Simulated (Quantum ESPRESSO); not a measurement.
# MnHg: orders under volume

Wanted: the trend of the moments of MnHg with volume.

Calculated with Quantum ESPRESSO 7.5; LDA; plane waves with GBRV 1.5 LDA potentials, no spin-orbit coupling.

This is a report of a sequence of runs, with most program output left out.

## (1) Starting point

It takes space group P4/mmm (No. 123, tetragonal). The conventional cell has a = 3.288 Å, b = 3.288 Å, c = 3.313 Å, α = 90.00°, β = 90.00°, γ = 90.00°. Nearest to Mn lie 8 Hg at 2.85 Å. Hg has 8 Mn at 2.85 Å nearest. Farther neighbours are not listed.

The cell comes from the Crystallography Open Database.

## (2) Volume 0.8, ferro +

All lengths scale alike; the factor is that of the volume. Atoms keep their fractional places. Seeded atoms are those given a starting moment.

pw.in

```
&CONTROL
  calculation = 'scf'
  prefix = 'pwscf'
  outdir = './tmp'
  pseudo_dir = './pseudo'
  disk_io = 'nowf'
  tprnfor = .true.
  tstress = .true.
/
&SYSTEM
  ibrav = 0
  celldm(1) = 8
  nat = 2
  ntyp = 2
  ecutwfc = 40
  ecutrho = 280
  nbnd = 22
  occupations = 'smearing'
  smearing = 'fd'
  degauss = 0.00734986
  nspin = 2
  starting_magnetization(1) = 0.2333
  starting_magnetization(2) = 0
/
&ELECTRONS
  conv_thr = 4d-09
  electron_maxstep = 150
  mixing_beta = 0.3
/
ATOMIC_SPECIES
Mn     54.9380 mn_lda_v1.5.uspp.F.UPF
Hg    200.5920 hg_lda_v1.uspp.F.UPF
CELL_PARAMETERS alat
   0.7210034639841    0.0000000000000    0.0000000000000
   0.0000000000000    0.7210034639841    0.0000000000000
   0.0000000000000    0.0000000000000    0.7264855462837
ATOMIC_POSITIONS crystal
Mn      0.5000000000    0.5000000000    0.5000000000
Hg      0.0000000000    0.0000000000    0.0000000000
K_POINTS automatic
8 8 8 0 0 0
```

Started as:

```console
OMP_NUM_THREADS=1 mpirun -n 4 pw.x -nk 4 -in pw.in > pw.out
```

It took 13 s on 4 MPI ranks of Arm Neoverse V1, shared host; peak memory 0.3 GiB; 52 s of CPU time.

Spin moment in the atom's sphere by atom:

```
atom  spin moment in the atom's sphere (μB)
 Mn1                                   2.86
 Hg2                                   0.00
```

Read from the output:

```yaml
smearing_term_ts: 0.06087 eV
pressure: 16.27 GPa
magnetization: 2.898 μB
absolute_magnetization: 3.07 μB
final_state: ferromagnetic
```

## (3) Volume 0.8, antiferro q=(0,1/2,1/2) +-

The wavevector q is in fractions of the reciprocal vectors of the crystal's primitive cell, as the cells of these inputs are built from it; moments change sign between cells as cos(2π q·R).

pw.in

```
&CONTROL
  calculation = 'scf'
  prefix = 'pwscf'
  outdir = './tmp'
  pseudo_dir = './pseudo'
  disk_io = 'nowf'
  tprnfor = .true.
  tstress = .true.
/
&SYSTEM
  ibrav = 0
  celldm(1) = 8
  nat = 4
  ntyp = 3
  ecutwfc = 40
  ecutrho = 280
  nbnd = 36
  occupations = 'smearing'
  smearing = 'fd'
  degauss = 0.00734986
  nspin = 2
  starting_magnetization(1) = 0.2333
  starting_magnetization(2) = -0.2333
  starting_magnetization(3) = 0
/
&ELECTRONS
  conv_thr = 8d-09
  electron_maxstep = 150
  mixing_beta = 0.3
/
ATOMIC_SPECIES
Mn1    54.9380 mn_lda_v1.5.uspp.F.UPF
Mn2    54.9380 mn_lda_v1.5.uspp.F.UPF
Hg    200.5920 hg_lda_v1.uspp.F.UPF
CELL_PARAMETERS alat
   0.7210034639841    0.0000000000000    0.0000000000000
   0.0000000000000    1.4420069279705    0.0000000000000
   0.0000000000000    0.7210034639841    0.7264855462837
ATOMIC_POSITIONS crystal
Mn1     0.5000000000    0.0000000000    0.5000000000
Mn2     0.5000000000    0.5000000000    0.5000000000
Hg      0.0000000000    0.0000000000    0.0000000000
Hg      0.0000000000    0.5000000000    0.0000000000
K_POINTS automatic
8 4 8 0 0 0
```

It took 61 s on 4 MPI ranks; peak memory 0.49 GiB; 4.1 min of CPU time.

Spin moment in the atom's sphere by atom:

```
atom  spin moment in the atom's sphere (μB)
 Mn1                                   2.91
 Mn2                                  -2.91
 Hg3                                   0.00
 Hg4                                   0.00
```

This step gave:

| Property | Result |
| --- | --- |
| smearing term TS | 0.1638 eV |
| pressure | 17.48 GPa |
| magnetization | 0 μB |
| absolute magnetization | 6.188 μB |
| final state | antiferromagnetic |

## (4) Volume 0.8, no spin polarisation

pw.in

```
&CONTROL
  calculation = 'scf'
  prefix = 'pwscf'
  outdir = './tmp'
  pseudo_dir = './pseudo'
  disk_io = 'nowf'
  tprnfor = .true.
  tstress = .true.
/
&SYSTEM
  ibrav = 0
  celldm(1) = 8
  nat = 2
  ntyp = 2
  ecutwfc = 40
  ecutrho = 280
  nbnd = 20
  occupations = 'smearing'
  smearing = 'fd'
  degauss = 0.00734986
/
&ELECTRONS
  conv_thr = 4d-09
  electron_maxstep = 150
  mixing_beta = 0.3
/
ATOMIC_SPECIES
Mn     54.9380 mn_lda_v1.5.uspp.F.UPF
Hg    200.5920 hg_lda_v1.uspp.F.UPF
CELL_PARAMETERS alat
   0.7210034639841    0.0000000000000    0.0000000000000
   0.0000000000000    0.7210034639841    0.0000000000000
   0.0000000000000    0.0000000000000    0.7264855462837
ATOMIC_POSITIONS crystal
Mn      0.5000000000    0.5000000000    0.5000000000
Hg      0.0000000000    0.0000000000    0.0000000000
K_POINTS automatic
8 8 8 0 0 0
```

Wall time 6.6 s (4 MPI ranks); peak memory 0.26 GiB; 26 s of CPU time.

Read from the output:

```yaml
smearing_term_ts: 0.1123 eV
pressure: 1.804 GPa
final_state: non-magnetic (no spin polarisation)
```

## (5) Volume 1.16, ferro +

pw.in, as its differences from that of step 4:

```diff
@@ -16,3 +16,3 @@
   ecutrho = 280
-  nbnd = 20
+  nbnd = 22
   occupations = 'smearing'
@@ -20,2 +20,5 @@
   degauss = 0.00734986
+  nspin = 2
+  starting_magnetization(1) = 0.2333
+  starting_magnetization(2) = 0
 /
@@ -30,5 +33,5 @@
 CELL_PARAMETERS alat
-   0.7210034639841    0.0000000000000    0.0000000000000
-   0.0000000000000    0.7210034639841    0.0000000000000
-   0.0000000000000    0.0000000000000    0.7264855462837
+   0.8160686330045    0.0000000000000    0.0000000000000
+   0.0000000000000    0.8160686330045    0.0000000000000
+   0.0000000000000    0.0000000000000    0.8222735344106
 ATOMIC_POSITIONS crystal
```

Elapsed: 19 s, on 4 MPI ranks; peak memory 0.35 GiB.

Numbers from this step:

```yaml
smearing_term_ts: 0.05255 eV
pressure: -14.00 GPa
magnetization: 4.093 μB
absolute_magnetization: 4.244 μB
final_state: ferromagnetic
largest_moment: 4.029 μB
```

## (6) All points

The runs not shown differ from these in the moved quantity alone.

Final states:

```
volume        ferro +  antiferro q=(0,1/2,1/2) +-  no spin polarisation
   0.8  ferromagnetic           antiferromagnetic          non-magnetic
  0.86  ferromagnetic           antiferromagnetic          non-magnetic
  0.92  ferromagnetic           antiferromagnetic          non-magnetic
  0.96  ferromagnetic           antiferromagnetic          non-magnetic
     1  ferromagnetic           antiferromagnetic          non-magnetic
  1.05  ferromagnetic           antiferromagnetic          non-magnetic
   1.1  ferromagnetic           antiferromagnetic          non-magnetic
  1.16  ferromagnetic           antiferromagnetic          non-magnetic
```

Largest site moment against volume:

```
volume (factor)  ferro + (μB)  antiferro q=(0,1/2,1/2) +- (μB)
          0.800          2.86                             2.91
          0.860          3.22                             3.25
          0.920          3.44                             3.49
          0.960          3.57                             3.62
          1.000          3.69                             3.72
          1.050          3.82                             3.83
          1.100          3.92                             3.92
          1.160          4.03                             4.03
```

Table of energy less that of the parallel start by volume; values in meV a seeded atom:

```
volume (factor)  antiferro q=(0,1/2,1/2) +-  no spin polarisation
          0.800                         118                   418
          0.860                         103                   621
          0.920                        87.2                   826
          0.960                        76.4                   957
          1.000                        67.8                  1085
          1.050                        60.0                  1239
          1.100                        54.4                  1385
          1.160                        49.5                  1551
```

The energy over the lowest by volume; values in meV an atom:

```
volume (factor)  ferro +  antiferro q=(0,1/2,1/2) +-  no spin polarisation
          0.800     79.8                         139                   289
          0.860     8.64                        60.2                   319
          0.920        0                        43.6                   413
          0.960     19.5                        57.6                   498
          1.000     52.8                        86.7                   595
          1.050      109                         139                   728
          1.100      176                         203                   868
          1.160      266                         290                  1041
```

## (7) What came out

```yaml
moment_parallel_start: 2.86 to 4.03 μB
states_met_from_these_starts: antiferromagnetic and ferromagnetic
```

The moment of the parallel start goes from 2.86 μB at 0.8 to 4.03 μB at 1.16. The net moment of the cell goes from 2.90 to 4.09 μB. The radius of the spheres follows the nearest distance, so part of the change of the site moments is the spheres'. The largest moment of the start antiferro q=(0,1/2,1/2) +- lies between 2.91 and 4.03 μB. The start antiferro q=(0,1/2,1/2) +- lies over the parallel one at every finished point, by 49.5 to 118 meV a seeded atom. Energies are free energies at an electronic temperature of 1160 K, which lowers moments and differences where the moments are itinerant.

[Logs and program files are shortened in this print: banners, set-up blocks, solver, clock and traceback lines can be left out without a mark of their own.]

[Logs are printed without paths, hosts, clocks, repeated set-up lines and the standing remarks that a program may print on its own settings, such as how far it seeks lower states.]

[Hosts, paths, dates, database ids (printed as entryN), source tags and the programs' standing remarks are cut or masked in the printed files.]

[Where a cell is said to come from a database of computed structures, the database is the Materials Project.]
